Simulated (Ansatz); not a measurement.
**A hypothetical structure for EuIn2N2**

This structure for EuIn2N2 is made up. Its elements were placed in a known structure type with a cell scaled to their sizes. What cell does the guess relax to, and how far off was it?

Program: Ansatz 0.2.0. Level of theory: DFT, PBE, plane-wave PAW, default files, scalar-relativistic, ferromagnetic start, cell and ions relaxed at zero pressure, in the first sound run; inputs show where later runs differ. Results are calculated unless marked as measured.

## (1) The structure

Symmetry: Fmmm, No. 69, orthorhombic system. The conventional cell has a = 5.569 Å, b = 5.644 Å, c = 12.056 Å, α = 90.00°, β = 90.00°, γ = 90.00°. Eu has 8 N at 3.23 to 3.26 Å nearest. Nearest to In lie 4 N at 2.41 Å. N has 4 In at 2.41 Å and 4 Eu at 3.23 to 3.26 Å nearest. Farther neighbours and most contacts between anions are not listed.

## (2) Relaxation of the guess

The guess takes its coordinates from another compound and its volume from a rule, so the cell and any free coordinates are relaxed together.

input.yaml

```yaml
crystal:
  lattice:
    - [0.0, 2.822, 6.028]
    - [2.7845, 0.0, 6.028]
    - [2.7845, 2.822, 0.0]
  atoms:
    - { symbol: Eu, position: [0.0, 0.0, 0.0], spin: 7.0 }
    - { symbol: In, position: [0.25, 0.25, 0.25] }
    - { symbol: In, position: [0.75, 0.75, 0.75] }
    - { symbol: "N", position: [0.6358, 0.6358, 0.3642] }
    - { symbol: "N", position: [0.3642, 0.3642, 0.6358] }
magnetization:
  spin_polarized: true
kpoints:
  mp_grid: { grid: [7, 7, 7] }
scf:
  occupations: { method: fermi_dirac, width: 0.05 }
hamiltonian:
  xc: pbe
  pseudopotentials: { kind: paw }
relax:
  f_tol: 0.015
  max_steps: 70
  cell: {}
output:
  forces: true
  stress: true
```

Run with:

```bash
$ ansatz run input.yaml --threads 4 --pin off --max-ram 10240MiB --backend cpu --events-out ev --progress --plain --runs-dir out
```

Numbers of over 12 decimals in the logs are rounded to 6 here.

The log of the run:

```text
Engine: ansatz 0.2.0, x86_64-unknown-linux-gnu
Pseudopotentials: kind: paw
Pseudopotential: Eu, paw, valence charge 17, recommended cutoff 420 eV (normal), Eu.paw.azcp
Pseudopotential: In, paw, valence charge 13, recommended cutoff 420 eV (normal), In.paw.azcp
Pseudopotential: N, paw, valence charge 5, recommended cutoff 420 eV (normal), N.paw.azcp
Functional definition: PBE
  parameter kappa = 0.804
  parameter beta = 0.066725
  exchange = pbe_x(kappa = kappa, mu = beta*pi^2/3)
  correlation = pbe_c(beta = beta)
Crystal: 5 atoms, lattice volume = 94.734 Å³
Basis set: ecut = 420 eV, 1857 PW (Γ), exchange–correlation on 90×90×54 points (8 copies of the dense FFT grid, shifted against one another)
Bands: 36, of which v1, the nominal top of the filled ones, is band 27 counted from 1 (26 counted from 0)
Symmetry: 8 space group operations
Space group: Fmmm (ITA 69), of the structure as read, at distance tolerance 4.6e-5 Å
Magnetic group: BNS 69.521 (UNI 619), of the structure as read, at distance tolerance 4.6e-5 Å
k-points: 64 of 343
Non-local potential: Eu, projectors of the file, l = 0: 3, l = 1: 2, l = 2: 2, l = 3: 3
Non-local potential: In, projectors of the file, l = 0: 2, l = 1: 2, l = 2: 2, l = 3: 2
Non-local potential: N, projectors of the file, l = 0: 2, l = 1: 2, l = 2: 1
PAW form: soft (Blöchl's): semilocal exchange-correlation on the pseudo side does not see the compensation charge
PAW one-centre angular grid: Eu, 590 points (default); XC on 64 Gauss nodes
PAW one-centre angular grid: In, 590 points (default); XC on 64 Gauss nodes
PAW one-centre angular grid: N, 110 points (default); XC on 64 Gauss nodes
Initial density: superposition of atomic densities (chi_scale 0.1, normalization cell, long waves kept (reshape's long-wave potential 0.36 eV rms))
Starting moments: Σ|m| = 7 μB on 1 of 5 sites
Initial wavefunctions: pseudopotential atomic-orbital guess
Functional: x = pbe(κ = 0.804, μ = 0.219515), c = pbe(β = 0.066725)
SCF iter   1: F=—  HF=-20728.367406 eV  |F-HF|=—  |Δ(HF+E_count)|=         —  Δρ=2.93e-2 (↑2.93e-2 ↓2.83e-2)  dr2=8.33e0  dr2_m=1.48e-1  M=6.552 μB ∫|m|=6.584 μB  β_m=0.30  ethr=3.10e-3  ⟨swp⟩=6.1  Hψ=19019  notcnv=0
Mixer restart at iter 1: flushing history
preconditioner: auto → Kerker (q_TF=auto, 2.477 Å⁻¹)  [metal: Δε(μ)=0.021 eV  Ē_g=13.993 eV  σ=0.050 eV  W_gap=0.10  n_scr=28 (ndim 8)  ℏωp=27.2 eV  f_vac=0.000  D(μ)=9.98/eV (n_scr^D=120)]
spin=Collinear: Kerker preconditioning applied to the charge; magnetization (m = ρ↑ − ρ↓) channel mixes plain (no charge-response kernel on spin).
SCF iter   2: F=—  HF=-20727.616702 eV  |F-HF|=—  |Δ(HF+E_count)|=   7.51e-1  Δρ=2.18e-2 (↑2.18e-2 ↓1.93e-2)  dr2=4.66e0  dr2_m=1.18e-1  M=6.646 μB ∫|m|=6.674 μB  β_m=0.57  ethr=3.10e-3  ⟨swp⟩=2.1  Hψ=6656  notcnv=0  defer=106
SCF iter   3: F=—  HF=-20726.957266 eV  |F-HF|=—  |Δ(HF+E_count)|=   6.59e-1  Δρ=9.65e-3 (↑9.65e-3 ↓7.67e-3)  dr2=9.93e-1  dr2_m=1.89e-2  M=6.838 μB ∫|m|=6.866 μB  β_m=0.63  ethr=3.10e-3  ⟨swp⟩=3.1  Hψ=7855  notcnv=0  defer=109
SCF iter   4: F=—  HF=-20727.006751 eV  |F-HF|=—  |Δ(HF+E_count)|=   4.95e-2  Δρ=1.18e-2 (↑1.18e-2 ↓4.37e-3)  dr2=2.20e-1  dr2_m=2.31e-2  M=7.098 μB ∫|m|=7.127 μB  β_m=0.82  ethr=1.87e-3  ⟨swp⟩=3.4  Hψ=7822  notcnv=0  defer=120
SCF iter   5: F=—  HF=-20727.249678 eV  |F-HF|=—  |Δ(HF+E_count)|=   2.43e-1  Δρ=2.98e-3 (↑2.98e-3 ↓2.64e-3)  dr2=4.21e-2  dr2_m=3.36e-4  M=7.185 μB ∫|m|=7.217 μB  β_m=0.81  ethr=4.14e-4  ⟨swp⟩=3.8  Hψ=10878  notcnv=0  defer=176
SCF iter   6: F=—  HF=-20727.269403 eV  |F-HF|=—  |Δ(HF+E_count)|=   1.97e-2  Δρ=4.38e-3 (↑4.38e-3 ↓1.36e-3)  dr2=2.77e-2  dr2_m=3.79e-3  M=7.234 μB ∫|m|=7.265 μB  β_m=0.74  ethr=7.95e-5  ⟨swp⟩=2.7  Hψ=9720  notcnv=0  defer=195
SCF iter   7: F=—  HF=-20727.276313 eV  |F-HF|=—  |Δ(HF+E_count)|=   6.91e-3  Δρ=7.05e-4 (↑7.05e-4 ↓6.35e-4)  dr2=2.57e-3  dr2_m=4.64e-5  M=7.249 μB ∫|m|=7.279 μB  β_m=0.87  ethr=5.22e-5  ⟨swp⟩=3.5  Hψ=9823  notcnv=0  defer=198
SCF iter   8: F=—  HF=-20727.276568 eV  |F-HF|=—  |Δ(HF+E_count)|=   2.55e-4  Δρ=2.30e-4 (↑2.30e-4 ↓2.08e-4)  dr2=3.50e-4  dr2_m=1.35e-6  M=7.243 μB ∫|m|=7.270 μB  β_m=0.93  ethr=4.85e-6  ⟨swp⟩=2.3  Hψ=9270  notcnv=0  defer=207
SCF iter   9: F=—  HF=-20727.276601 eV  |F-HF|=—  |Δ(HF+E_count)|=   3.29e-5  Δρ=1.43e-4 (↑1.43e-4 ↓6.12e-5)  dr2=7.06e-5  dr2_m=3.90e-6  M=7.245 μB ∫|m|=7.272 μB  β_m=0.97  ethr=6.60e-7  ⟨swp⟩=2.0  Hψ=8109  notcnv=0  defer=209
SCF iter  10: F=—  HF=-20727.278277 eV  |F-HF|=—  |Δ(HF+E_count)|=   1.68e-3  Δρ=8.64e-5 (↑8.64e-5 ↓1.93e-5)  dr2=1.12e-5  dr2_m=1.64e-6  M=7.246 μB ∫|m|=7.273 μB  β_m=0.98  ethr=1.33e-7  ⟨swp⟩=2.0  Hψ=6830  notcnv=0  defer=209
SCF iter  11: F=—  HF=-20727.278284 eV  |F-HF|=—  |Δ(HF+E_count)|=   6.70e-6  Δρ=8.87e-6 (↑8.36e-6 ↓8.87e-6)  dr2=2.57e-7  dr2_m=1.15e-8  M=7.246 μB ∫|m|=7.273 μB  β_m=0.99  ethr=2.12e-8  ⟨swp⟩=2.0  Hψ=8074  notcnv=0  defer=209
SCF iter  12: F=—  HF=-20727.278284 eV  |F-HF|=—  |Δ(HF+E_count)|=   1.14e-7  Δρ=1.11e-5 (↑1.11e-5 ↓2.66e-6)  dr2=1.90e-7  dr2_m=2.56e-8  M=7.246 μB ∫|m|=7.273 μB  β_m=1.00  ethr=4.85e-10  ⟨swp⟩=2.0  Hψ=7653  notcnv=0  defer=209
SCF iter  13: F=—  HF=-20727.278284 eV  |F-HF|=—  |Δ(HF+E_count)|=   1.30e-7  Δρ=4.16e-6 (↑4.16e-6 ↓2.65e-6)  dr2=3.67e-8  dr2_m=3.28e-9  M=7.246 μB ∫|m|=7.273 μB  β_m=0.85  ethr=3.58e-10  ⟨swp⟩=2.0  Hψ=8075  notcnv=0  defer=209
SCF iter  14: F=-20727.278284 eV  HF=-20727.278284 eV  |F-HF|=6.94e-9  |Δ(HF+E_count)|=   2.13e-9  Δρ=1.68e-6 (↑1.68e-6 ↓8.66e-7)  dr2=8.95e-9  dr2_m=3.40e-10  M=7.246 μB ∫|m|=7.273 μB  ethr=6.93e-11  ⟨swp⟩=1.8  Hψ=14120  notcnv=0
SCF 1 converged in 14 iterations: F = -20727.278284 eV  dr2 = 8.95e-9
  greatest PAW one-centre occupation: 1.000 electrons in one spin orbital (limit 2), on the Eu atom at site 0 (counted from 0), in its partial waves of l = 0
relax step   1: F+E_penalty+E_count = -20727.27828423 eV  Δ(F+E_penalty+E_count) = +0.000e0 eV  max|allowed force component| = 5.613e-2 eV/Å  Δτ_max = 0.0000 Å  P = +1.464 GPa  Ω = 94.734 Å³  (14 SCF iters, dr2 threshold 1.00e-7 eV, accepted)
Crystal: 5 atoms, lattice volume = 97.702 Å³
Basis set: ecut = 420 eV, 1903 PW (Γ), exchange–correlation on 90×90×54 points (8 copies of the dense FFT grid, shifted against one another)
Initial density: handed on by an earlier stage of this run
Starting moments: Σ|m| = 7 μB on 1 of 5 sites; this step starts from the density that it was given
Initial wavefunctions: those handed on with the density
iter 1 solved again at ethr=8.66e-5 eV; its pass at ethr=3.10e-3 eV (dr2=4.59e-2 eV) is discarded
[...]
SCF iter   8: F=—  HF=-20727.349414 eV  |F-HF|=—  |Δ(HF+E_count)|=   5.93e-7  Δρ=1.07e-5 (↑1.07e-5 ↓3.00e-6)  dr2=2.74e-7  dr2_m=1.97e-8  M=7.413 μB ∫|m|=7.419 μB  β_m=0.96  ethr=1.61e-9  ⟨swp⟩=2.0  Hψ=7568  notcnv=0
SCF iter   9: F=-20727.349414 eV  HF=-20727.349414 eV  |F-HF|=2.39e-8  |Δ(HF+E_count)|=   3.65e-8  Δρ=1.88e-6 (↑1.88e-6 ↓1.35e-6)  dr2=3.31e-8  dr2_m=2.79e-10  M=7.413 μB ∫|m|=7.420 μB  ethr=5.17e-10  ⟨swp⟩=3.1  Hψ=18274  notcnv=0
SCF 3 converged in 9 iterations: F = -20727.349414 eV  dr2 = 3.31e-8
relax step   3: F+E_penalty+E_count = -20727.34941365 eV  Δ(F+E_penalty+E_count) = -1.482e-2 eV  max|allowed force component| = 1.758e-1 eV/Å  Δτ_max = 0.0414 Å  P = -0.793 GPa  Ω = 98.499 Å³  energy of the carried Pulay correction = -5.715e-3 eV  (9 SCF iters, dr2 threshold 5.00e-7 eV, accepted)
[...]
relax step   4: F+E_penalty+E_count = -20727.35774553 eV  Δ(F+E_penalty+E_count) = -8.332e-3 eV  max|allowed force component| = 2.153e-3 eV/Å  Δτ_max = 0.0484 Å  P = -0.076 GPa  Ω = 98.645 Å³  energy of the carried Pulay correction = -5.933e-3 eV  (9 SCF iters, dr2 threshold 5.00e-7 eV, accepted)
[...]
relax step   5: F+E_penalty+E_count = -20727.35841536 eV  Δ(F+E_penalty+E_count) = -6.698e-4 eV  max|allowed force component| = 7.498e-4 eV/Å  Δτ_max = 0.0029 Å  P = +0.006 GPa  Ω = 98.511 Å³  energy of the carried Pulay correction = -5.733e-3 eV  (7 SCF iters, dr2 threshold 2.28e-7 eV, accepted)
[...]
relax step   6: F+E_penalty+E_count = -20727.35840618 eV  Δ(F+E_penalty+E_count) = +9.180e-6 eV  max|allowed force component| = 1.496e-3 eV/Å  Δτ_max = 0.0016 Å  P = -0.014 GPa  Ω = 98.543 Å³  energy of the carried Pulay correction = -5.781e-3 eV  (8 SCF iters, dr2 threshold 9.08e-9 eV, accepted)
[...]
relax step   7: F+E_penalty+E_count = -20727.36734877 eV  Δ(F+E_penalty+E_count) = -8.943e-3 eV  max|allowed force component| = 2.974e-3 eV/Å  Δτ_max = 0.0000 Å  P = +0.080 GPa  Ω = 98.543 Å³  stress off target by 1.53e-1 GPa  SCF on the basis re-selected at this cell (its energy is not comparable with the rows above)  (10 SCF iters)
[...]
relax step   8: F+E_penalty+E_count = -20727.36723654 eV  Δ(F+E_penalty+E_count) = +1.122e-4 eV  max|allowed force component| = 6.140e-4 eV/Å  Δτ_max = 0.0074 Å  P = +0.007 GPa  Ω = 98.773 Å³  energy of the carried Pulay correction = -3.306e-4 eV  (8 SCF iters, dr2 threshold 5.83e-8 eV, accepted)
iter 1 solved again at ethr=3.13e-8 eV; its pass at ethr=3.10e-3 eV (dr2=1.66e-5 eV) is discarded
SCF iter   1: F=—  HF=-20727.367587 eV  |F-HF|=—  |Δ(HF+E_count)|=         —  Δρ=6.74e-6 (↑6.74e-6 ↓6.71e-6)  dr2=2.63e-8  dr2_m=3.68e-9  M=7.460 μB ∫|m|=7.464 μB  β_m=0.65  ethr=3.13e-8  ⟨swp⟩=4.0  Hψ=34343  notcnv=0
spin=Collinear: Kerker preconditioning applied to the charge; magnetization (m = ρ↑ − ρ↓) channel mixes plain (no charge-response kernel on spin).
SCF iter   2: F=—  HF=-20727.367585 eV  |F-HF|=—  |Δ(HF+E_count)|=   2.49e-6  Δρ=3.84e-6 (↑3.84e-6 ↓2.86e-6)  dr2=1.87e-8  dr2_m=1.96e-9  M=7.460 μB ∫|m|=7.465 μB  β_m=0.52  ethr=4.95e-11  ⟨swp⟩=2.7  Hψ=8984  notcnv=0
SCF iter   3: F=—  HF=-20727.367585 eV  |F-HF|=—  |Δ(HF+E_count)|=   8.79e-9  Δρ=1.45e-6 (↑1.44e-6 ↓1.45e-6)  dr2=1.30e-9  dr2_m=1.68e-10  M=7.460 μB ∫|m|=7.464 μB  β_m=0.54  ethr=3.53e-11  ⟨swp⟩=2.1  Hψ=6817  notcnv=0
SCF iter   4: F=—  HF=-20727.367585 eV  |F-HF|=—  |Δ(HF+E_count)|=   5.69e-9  Δρ=2.98e-7 (↑2.98e-7 ↓2.54e-7)  dr2=1.90e-10  dr2_m=2.85e-11  M=7.460 μB ∫|m|=7.464 μB  β_m=0.64  ethr=2.45e-12  ⟨swp⟩=2.0  Hψ=8025  notcnv=0
SCF iter   5: F=—  HF=-20727.367585 eV  |F-HF|=—  |Δ(HF+E_count)|=  2.76e-10  Δρ=3.16e-7 (↑3.16e-7 ↓1.35e-7)  dr2=1.38e-10  dr2_m=2.50e-11  M=7.460 μB ∫|m|=7.464 μB  β_m=0.82  ethr=1.00e-12  ⟨swp⟩=1.0  Hψ=4609  notcnv=0
SCF iter   6: F=—  HF=-20727.367585 eV  |F-HF|=—  |Δ(HF+E_count)|=  2.62e-10  Δρ=1.63e-7 (↑1.63e-7 ↓9.10e-8)  dr2=7.98e-11  dr2_m=3.51e-12  M=7.460 μB ∫|m|=7.464 μB  β_m=0.91  ethr=1.00e-12  ⟨swp⟩=1.5  Hψ=5283  notcnv=0
SCF iter   7: F=—  HF=-20727.367585 eV  |F-HF|=—  |Δ(HF+E_count)|=  3.64e-11  Δρ=3.33e-8 (↑3.14e-8 ↓3.33e-8)  dr2=8.46e-12  dr2_m=1.72e-14  M=7.460 μB ∫|m|=7.464 μB  β_m=0.95  ethr=1.00e-12  ⟨swp⟩=1.6  Hψ=5047  notcnv=0
SCF iter   8: F=-20727.367585 eV  HF=-20727.367585 eV  |F-HF|=1.46e-11  |Δ(HF+E_count)|=  1.09e-11  Δρ=8.48e-8 (↑8.48e-8 ↓1.48e-8)  dr2=7.86e-12  dr2_m=1.53e-12  M=7.460 μB ∫|m|=7.464 μB  ethr=1.00e-12  ⟨swp⟩=2.9  Hψ=14871  notcnv=0
SCF 9 converged in 8 iterations: F = -20727.367585 eV  dr2 = 7.86e-12
relax step   9: F+E_penalty+E_count = -20727.36758457 eV  Δ(F+E_penalty+E_count) = -3.480e-4 eV  max|allowed force component| = 7.008e-4 eV/Å  Δτ_max = 0.0000 Å  P = +0.008 GPa  Ω = 98.773 Å³  stress off target by 2.55e-2 GPa  SCF on the basis re-selected at this cell (its energy is not comparable with the rows above)  (8 SCF iters)
basis re-selected at this cell: Δ(F+E_penalty+E_count) = -3.480e-4 eV, ΔP = +0.001 GPa vs the last step (what re-selecting the basis moved, of the pressure what is left beyond the Pulay correction that the steps carried, after the strain that the cell walked since its last selection, with what the two solves' SCF thresholds leave and, on support functions, any second-order correction that the steps lacked; it is no m [...]
SCF converged after 8 iterations
Magnetization: 7.4600 μB (30.2300 up, 22.7700 down)
Absolute magnetization: 7.4650 μB (∫|ρ↑−ρ↓|, with the PAW one-centre terms)
Spin contamination: 0.0213 ħ² per cell (⟨S²⟩ above its minimum at these occupations)
Per-site moments (μB) at R_I (Å): [(6.974987, 1.392719), (0.014589, 0.983701), (0.014589, 0.983701), (0.036624, 0.983701), (0.036624, 0.983701)]
Free energy (F): -20727.367585 eV
Harris-Foulkes:  -20727.367585 eV  (|F-HF|=1.46e-11)
Internal energy: -20727.339865 eV  (E = F + TS)
E sigma→0 (E₀):  -20727.353725 eV
Entropy (-TS):   -0.027719 eV (-5.544 meV/atom)
Fermi energy:    11.081812 eV
--- Per-component energies (eV) ---
  E_band       = -23.062997
  E_kinetic    = 1085.212806
  E_local      = -4619.909777  (includes V_loc(G=0)·N_el)
  E_nonlocal   = 1307.525214
  E_hartree    = 1812.433207
  E_xc         = -725.191439
  E_vxc        = -550.595519  (∫ρ·V_xc dr)
  E_paw        = -14954.186510  (= ΣΔE_a)
  E_vpaw       = -870.162277  (= ΣTr[D̂ρ^β])
  E_aug_tail   = 0.000223  (compensation charges beyond the density's cutoff)
  E_ewald      = -4633.223589
  E_smearing   = -0.027719  (= −TS)
  E_closure    = 0.000000  (closes the sum)
  Σ components = -20727.367585   (vs F -20727.367585, Δ=0.00e0)
--- Forces (eV/Å), atoms counted from 1 ---
  atom   1  Eu    -0.00000000     0.00000000     0.00000000
  atom   2  In     0.00000000     0.00000000    -0.00000000
  atom   3  In    -0.00000000    -0.00000000     0.00000000
  atom   4  N     -0.00000000    -0.00000000     0.00070078
  atom   5  N      0.00000000    -0.00000000    -0.00070078
  max |Σ_I F_I| component: 2.78e-17 eV/Å
--- Stress (GPa, compression-positive) ---
        0.025495       0.000000       0.000000
        0.000000       0.003259       0.000000
        0.000000       0.000000      -0.005631
  P = ⅓ Tr σ = 0.0077 GPa (0.077 kbar)
--- Relaxed structure (7 steps of the walk, 7 accepted, 2 SCFs on fresh bases) ---
  F+E_penalty+E_count = -20727.36758457 eV   max|allowed force component| = 7.008e-4 eV/Å   (the final SCF, on the basis selected at the relaxed cell)
  cell:  # Å, volume = 98.7729 Å³
    - [0, 2.914907, 5.817120]
    - [2.912561, 0, 5.817120]
    - [2.912561, 2.914907, 0]
  atoms:
    - { symbol: Eu, position: [0, 0, 0] }
    - { symbol: In, position: [0.250000, 0.250000, 0.250000] }
    - { symbol: In, position: [0.750000, 0.750000, 0.750000] }
    - { symbol: N, position: [0.646784, 0.646784, 0.353216] }
    - { symbol: N, position: [0.353216, 0.353216, 0.646784] }
```

Elapsed: 52 s, on 4 threads of Intel Xeon Platinum 8488C (Sapphire Rapids), shared host; peak memory 0.76 GiB.

Step by step:

```csv
step,energy less that of the first step (eV),largest force component (eV/Å),pressure (GPa),volume (Å³)
1,0.0000,0.0561,1.46,94.73
2,-0.0563,0.3091,-1.03,97.70
3,-0.0711,0.1758,-0.79,98.50
4,-0.0795,0.0022,-0.08,98.65
5,-0.0801,0.0008,0.01,98.51
6,-0.0801,0.0015,-0.01,98.54
7*,-0.0891,0.0030,0.08,98.54
8,-0.0890,0.0006,0.01,98.77
9*,-0.0893,0.0007,0.01,98.77
```

Relaxation steps marked * repeat the geometry before them on a plane-wave basis chosen anew for their cell, so energy and pressure can jump there.

The run keeps the 8 symmetry operations that it works with, so distortions that break them were not tested.

```csv
cell as run,before,after,change
a (Å),6.656,6.507,-2.2 %
b (Å),6.640,6.506,-2.0 %
c (Å),3.964,4.121,+3.9 %
α (°),72.87,71.55,-1.8 %
β (°),72.43,71.52,-1.3 %
γ (°),34.70,36.92,+6.4 %
volume (Å³/atom),18.95,19.75,+4.3 %
```

The atoms that moved most (Å, as changes of fractional coordinates times the final cell):

```csv
atom,dx,dy,dz,length
N4,0.000,0.000,0.128,0.128
N5,0.000,0.000,-0.128,0.128
```

The relaxed structure:

```xyz
5
Lattice="0.0000 2.9149 5.8171 2.9126 0.0000 5.8171 2.9126 2.9149 0.0000" Properties=species:S:1:pos:R:3 pbc="T T T"
Eu    0.0000    0.0000    0.0000
In    1.4563    1.4575    2.9086
In    4.3688    4.3724    8.7257
N     2.9126    2.9149    7.5248
N     2.9126    2.9149    4.1094
```

Numbers from this step:

```yaml
free_energy: -20727.3676 eV
energy_at_zero_smearing: -20727.3537 eV
smearing_term_ts: 0.02772 eV
fermi_energy: 11.08 eV
magnetization: 7.460 μB
absolute_magnetization: 7.465 μB
site_moments: 6.975, 0.01459, 0.01459, 0.03662, 0.03662 μB
electrons: 53
symmetry_operations: 8
pressure: 0.007708 GPa
```

Site moment by atom:

```csv
atom,site moment (μB)
Eu1,6.97
In2,0.01
In3,0.01
N4,0.04
N5,0.04
```

The shortest distance of each pair, which need not be the same contact before and after:

```csv
pair,guess (Å),relaxed (Å)
In–N,2.413,2.385
In–In,2.784,2.913
Eu–N,3.230,3.376
N–N,3.274,3.415
Eu–In,3.607,3.564
```

The relaxation ends with a largest force component of 7.0e-4 eV/Å and a pressure of 0.01 GPa.

(Part 1 of 2 ends here.)

[Logs are printed without paths, hosts, clocks, repeated set-up lines and the standing remarks that a program may print on its own settings, such as how far it seeks lower states.]

[Hosts, paths, dates, database ids (printed as entryN), source tags and the programs' standing remarks are cut or masked in the printed files.]
